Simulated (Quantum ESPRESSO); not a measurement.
## HfO2, fluorite: band edges under a change of volume

How fast do the gaps move when the cell is scaled evenly? The geometries come from a scalar-relativistic relaxation. The symmetry of the cell is held, so distortions that would lower it, which this phase may prefer, aren't tested.

Calculated with Quantum ESPRESSO 7.5, PBE+SOC, PseudoDojo fr-pbe-0.4 fully relativistic norm-conserving potentials, cutoff 1170 eV, Fermi–Dirac smearing 0.02 eV, k-mesh 9×9×9, no spin polarisation.

Reference cell, relaxed at zero pressure with PBE (Fm-3m): a = 3.5921 Å, b = 3.5921 Å, c = 3.5921 Å, α = 60.00°, β = 60.00°, γ = 60.00°.

```
atom       x       y       z
  Hf  0.0000  0.0000  0.0000
   O  0.2500  0.2500  0.2500
   O  0.7500  0.7500  0.7500
```

Levels are read on the k-mesh and along lines from Γ to X = (0.5, 0, 0.5), L = (0.5, 0.5, 0.5), K = (0.375, 0.375, 0.75) and W = (0.5, 0.25, 0.75) in the reciprocal basis of this cell (the letters only name these points), and count from the highest filled level.

```csv
ln(V/V0),gap (eV),direct gap at Γ (eV),lowest empty at X (eV)
−0.0619,3.998,4.667,3.998
−0.0408,3.942,4.608,3.942
0.0000,3.832,4.491,3.832
0.0198,3.778,4.432,3.778
0.0392,3.724,4.374,3.724
0.0583,3.671,4.315,3.671
```

**Question.** Fit the lowest empty level at X and give it at ln(V/V0) = −0.0202, a row left out above.

A straight line through the 6 rows: the means are 0.002433 for ln(V/V0) and 3.8242 for the level, Σ(Δx)² = 0.01079 and ΣΔxΔy = −0.02934, so the slope is −0.02934/0.01079 = −2.7194 and the intercept 3.8242 − (−2.7194)(0.002433) = 3.8308.

The slope is the volume deformation potential of this gap, −2.72 eV, as a mean over the range. The line gives 3.886 eV. The run itself gives 3.886 eV, so the estimate misses by 0.000 eV, a rounding's worth.

The gap lies below the direct one at Γ in every row. Semilocal functionals give gaps that are too small, and the error differs from valley to valley, so the order of close valleys can be wrong too.

[Logs are printed without paths, hosts, clocks, repeated set-up lines and the standing remarks that a program may print on its own settings, such as how far it seeks lower states.]
